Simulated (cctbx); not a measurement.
# SnTe7I6: precision against data quality

Space group P-1 (no. 2), a = 10.4870 Å, b = 10.4910 Å, c = 11.9600 Å, α = 101.35°, β = 103.80°, γ = 110.54°.

```
atom  mult.       x       y       z  Ueq (Å²)
  I1      2  0.6727  0.2513  0.0951    0.0116
  I2      2  0.7156  0.9810  0.3108    0.0077
  I3      2  0.4127  0.5218  0.1557    0.0086
  I4      2  0.1199  0.5831  0.3323    0.0104
  I5      2  0.1827  0.3303  0.5465    0.0076
  I6      2  0.4736  0.2320  0.3809    0.0095
 Te1      2  0.9010  0.2478  0.2869    0.0060
 Te2      2  0.2828  0.3762  0.3270    0.0123
 Te3      2  0.8029  0.9298  0.9801    0.0128
 Te4      2  0.9790  0.6745  0.9759    0.0154
 Te5      2  0.2463  0.8803  0.1696    0.0074
 Te6      2  0.8180  0.7315  0.1329    0.0058
 Te7      2  0.0694  0.9872  0.2963    0.0075
 Sn1      2  0.0539  0.1592  0.1625    0.0107
```

The model was made for the exercise: a known structure type with other elements put in, its volume estimated, not relaxed; displacement parameters are assumed.

Five simulated data sets (cctbx; Mo Kα, λ = 0.71073 Å; 2 % proportional error) differ in resolution or exposure (noise floor 8 counts in the first three, 8 in the last two). Each is refined with the right model, isotropic at 1.1 Å and anisotropic otherwise. How do the figures of merit and the uncertainties move?

| d min (Å) | top counts | ⟨I/σ⟩ (unmerged, absences included) | unique | param. (scale apart) | Rint | R1 | GooF | largest s.u. xyz (fractional) | s.u. U of Sn1 (Å²) | largest error (Å) |
| --- | --- | --- | --- | --- | --- | --- | --- | --- | --- | --- |
| 1.1 | 5000 | 10.5 | 1788 | 56 | 0.036 | 0.0336 | 1.19 | 0.00018 | 0.0004 | 0.0045 |
| 0.84 | 5000 | 8.4 | 4023 | 126 | 0.042 | 0.0308 | 0.94 | 0.00009 | 0.0004 | 0.0018 |
| 0.6 | 5000 | 5.8 | 11009 | 126 | 0.060 | 0.0417 | 0.94 | 0.00007 | 0.0002 | 0.0017 |
| 0.75 | 300 | 1.0 | 5633 | 126 | 0.354 | 0.1361 | 0.94 | 0.00074 | 0.0028 | 0.0180 |
| 0.75 | 3000 | 5.6 | 5633 | 126 | 0.066 | 0.0436 | 0.94 | 0.00012 | 0.0004 | 0.0029 |

The number of reflections grows roughly as 1/d³: 1788, 4023 and 11009 here. R1 follows the noise rather than the truth: at 300 counts it is 0.1361, at 3000 counts 0.0436, while GooF is 0.94 and 0.94: the weights 1/σ² carry the noise. The s.u. of U (U11 where anisotropic) for Sn1 goes 0.0004, 0.0004, 0.0002 Å² with resolution and 0.0028, 0.0004 Å² with exposure.

The 1.1 Å row also differs in its displacement model, so it isn't a clean test of resolution.

Hardware for the 0.6 Å refinement: 0.72 s on 1 thread of Arm Neoverse V1, with other jobs on the host, peak memory 0.1 GiB.

[Logs are printed without paths, hosts, clocks, repeated set-up lines and the standing remarks that a program may print on its own settings, such as how far it seeks lower states.]
